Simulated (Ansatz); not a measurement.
# Starting-point dependence of the GW gap of BAs (F-43m)

One-shot GW is not self-consistent; how far does the start matter for BAs (F-43m)?

Program: Ansatz 0.2.0. Level of theory: G0W0 on several functionals, plane waves, PAW. Results are calculated unless marked as measured.

This is a report of a sequence of runs, with most program output left out.

In doubt: masses and optical values from hybrid runs of this build are listed as unsure (step 4), which bears on the screening that GW takes from such a start.

## Step 1: Starting point

It takes space group F-43m (No. 216, cubic). The conventional cell has a = 4.777 Å, b = 4.777 Å, c = 4.777 Å, α = 90.00°, β = 90.00°, γ = 90.00°. B has 4 As at 2.07 Å nearest. As has 4 B at 2.07 Å nearest. Farther neighbours are not listed.

The cell and positions come from the Crystallography Open Database and are kept as given unless a step says otherwise. The default PAW set here is soft_2. Its files were made with PBE.

## Step 2: G0W0 on LDA

G0W0 replaces the xc potential by the self-energy, built once from these orbitals. Only a window of levels is corrected, while the sums run over the empty bands that the input names.

This step: G0W0 on LDA, plane waves, PAW.

input.yaml

```yaml
crystal:
  lattice:
    - [0.0, 2.3885, 2.3885]
    - [2.3885, 0.0, 2.3885]
    - [2.3885, 2.3885, 0.0]
  atoms:
    - { symbol: B, position: [0.0, 0.0, 0.0] }
    - { symbol: As, position: [0.25, 0.25, 0.25] }
kpoints:
  mp_grid: { grid: [6, 6, 6] }
hamiltonian:
  xc: lda
scf:
  occupations: { method: fixed }
gw:
  n_empty_bands: 81
  ecut_chi: 120
  qp_bands: [v2, c2]
  qp_kpoints: band_edges
  screening: { model: contour_deformation }
```

Command:

```sh
> ansatz run input.yaml --threads 3 --pin off --max-ram 92160MiB --backend cuda --events-out ev --progress --plain --runs-dir out --devices 1 --max-vram 13GiB  # rebuilt from the run's record
```

Run time: 10 s. Hardware: 1 × NVIDIA H100 80GB HBM3 (shared by 6 runs) with 3 threads of AMD EPYC 7R13 (Zen 3), shared host; peak memory 1 GiB; 10 s of CPU time.

Numbers from this step:

- bands summed: 90
- RPA ε∞ on this mesh (eigenvalues): 10.76, 10.76, 10.76
- plane waves in the screening matrix: 65
- q-points in the mesh: 216
- G0W0 gap on the mesh: 1.853 eV
- k of the valence top: 0, 0, 0
- k of the conduction bottom: 0, 0.3333, 0.3333
- starting gap on the mesh: 1.228 eV
- Z at the valence top: 0.7934
- Z at the conduction bottom: 0.8034
- least direct G0W0 gap on the computed points: 4.066 eV

The gap on the mesh goes from 1.23 eV to 1.85 eV, a correction of +0.62 eV. Between the two edge states, bare exchange in place of the xc potential would open the gap by 5.51 eV, and correlation takes back 4.88 eV.

## Step 3: G0W0 on PBE

The same correction from a different start measures what one shot leaves open.

This step: G0W0 on PBE, plane waves, PAW.

input.yaml, as its differences from that of step 2:

```diff
@@ -11,3 +11,3 @@
 hamiltonian:
-  xc: lda
+  xc: pbe
 scf:
```

Wall time 3.9 s (1 × NVIDIA H100 80GB HBM3 (shared by 6 runs) with 3 threads); peak memory 1 GiB; 6 s of CPU time.

This step gave:

* bands summed: 90
* RPA ε∞ on this mesh (eigenvalues): 10.60, 10.60, 10.60
* plane waves in the screening matrix: 65
* q-points in the mesh: 216
* G0W0 gap on the mesh: 1.872 eV
* k of the valence top: 0, 0, 0
* k of the conduction bottom: 0, 0.3333, 0.3333
* starting gap on the mesh: 1.281 eV
* Z at the valence top: 0.7943
* Z at the conduction bottom: 0.8043
* least direct G0W0 gap on the computed points: 4.070 eV

Against the run with 6×6×6 mesh, 81 empty bands, screening to 120 eV on LDA, the gap moves by +0.019 eV, while the start moved by +0.05 eV.

## Step 4: G0W0 on HSE06

This step: G0W0 on HSE06, plane waves, PAW.

input.yaml, as its differences from that of step 3:

```diff
@@ -11,3 +11,3 @@
 hamiltonian:
-  xc: pbe
+  xc: hse06
 scf:
```

The job ended after 12 s (1 × NVIDIA H100 80GB HBM3 (shared by 6 runs) with 3 threads; peak memory 1.3 GiB).

This step gave:

```yaml
bands_summed: 90
rpa_eps_infinity_on_this_mesh_eigenvalues: 8.391, 8.391, 8.391
plane_waves_in_the_screening_matrix: 65
g0w0_gap_on_the_mesh: 2.140 eV
k_of_the_valence_top: 0, 0, 0
k_of_the_conduction_bottom: 0, 0.3333, 0.3333
starting_gap_on_the_mesh: 1.938 eV
least_direct_g0w0_gap_on_the_computed_points: 4.406 eV
```

Against the run with 6×6×6 mesh, 81 empty bands, screening to 120 eV on PBE, the gap moves by +0.27 eV, while the start moved by +0.66 eV.

## Step 5: Side by side

All on the 6×6×6 mesh with 81 empty bands and screening to 120 eV. Times are wall times on 1 × NVIDIA H100 80GB HBM3 (shared by 6 runs) with 3 threads of AMD EPYC 7R13 (Zen 3), shared host, good to a factor of about two.

```
start  starting gap (eV)  shift (eV)  G0W0 gap (eV)  RPA ε∞ (harmonic mean)  Z (valence, conduction)   time
  LDA               1.23       +0.62           1.85                   10.76               0.79, 0.80   10 s
  PBE               1.28       +0.59           1.87                   10.60               0.79, 0.80  3.9 s
HSE06               1.94       +0.20           2.14                    8.39               0.81, 0.82   12 s
```

The parts of the quasiparticle energy at the two band edges (eV; QP = start + Σx + Σc − Vxc):

```
  run               edge  start      Σx     Σc     Vxc     Z     QP
  LDA        valence top  10.85  -16.46   0.88  -15.34  0.79  10.61
  LDA  conduction bottom  12.07   -8.32  -4.00  -12.70  0.80  12.46
  PBE        valence top  11.13  -16.45   0.95  -15.05  0.79  10.68
  PBE  conduction bottom  12.41   -8.31  -3.94  -12.40  0.80  12.56
HSE06        valence top  10.74  -16.55   0.97  -15.39  0.81  10.55
HSE06  conduction bottom  12.68   -8.10  -3.85  -11.96  0.82  12.69
```

For a hybrid start, Vxc holds its share of exact exchange.

## Step 6: Outcome

```yaml
g0w0_lda: 1.85 eV (start 1.23 eV)
g0w0_pbe: 1.87 eV (start 1.28 eV)
g0w0_hse06: 2.14 eV (start 1.94 eV)
known_limits: not at the basis limit; no spin-orbit coupling
```

The starting gaps span 0.71 eV and the G0W0 gaps 0.29 eV. Between LDA and HSE06, 0.29 eV of the 0.71 eV survives, 40 %. HSE06 screens less than LDA (ε∞ 8.39 against 10.76). Of the 0.29 eV by which its G0W0 gap is higher, the correlation part gives +0.07 eV, and exchange with the one-particle terms, which follow the orbitals, +0.22 eV. The smallest correction, +0.20 eV, is on HSE06, the start nearest to reproducing itself. Bands and cutoff are finite, so the gap is not at the basis limit. The miss can reach some tenths of an eV and take either sign; the mesh is an error of its own. The many-body steps are scalar-relativistic: spin-orbit coupling is not in them.

[Paths, hosts, dates, memory and timing lines, banners, echoed tables and standing remarks are left out of the program output.]

[Logs are printed without paths, hosts, clocks, repeated set-up lines and the standing remarks that a program may print on its own settings, such as how far it seeks lower states.]

[Runs of the session that timed out or met a known fault of the program may be left out.]

[Cells called generated may have been cut or substituted from an entry of the Crystallography Open Database or the Materials Project.]

[Hosts, paths, dates, database ids (printed as entryN), source tags and the programs' standing remarks are cut or masked in the printed files.]
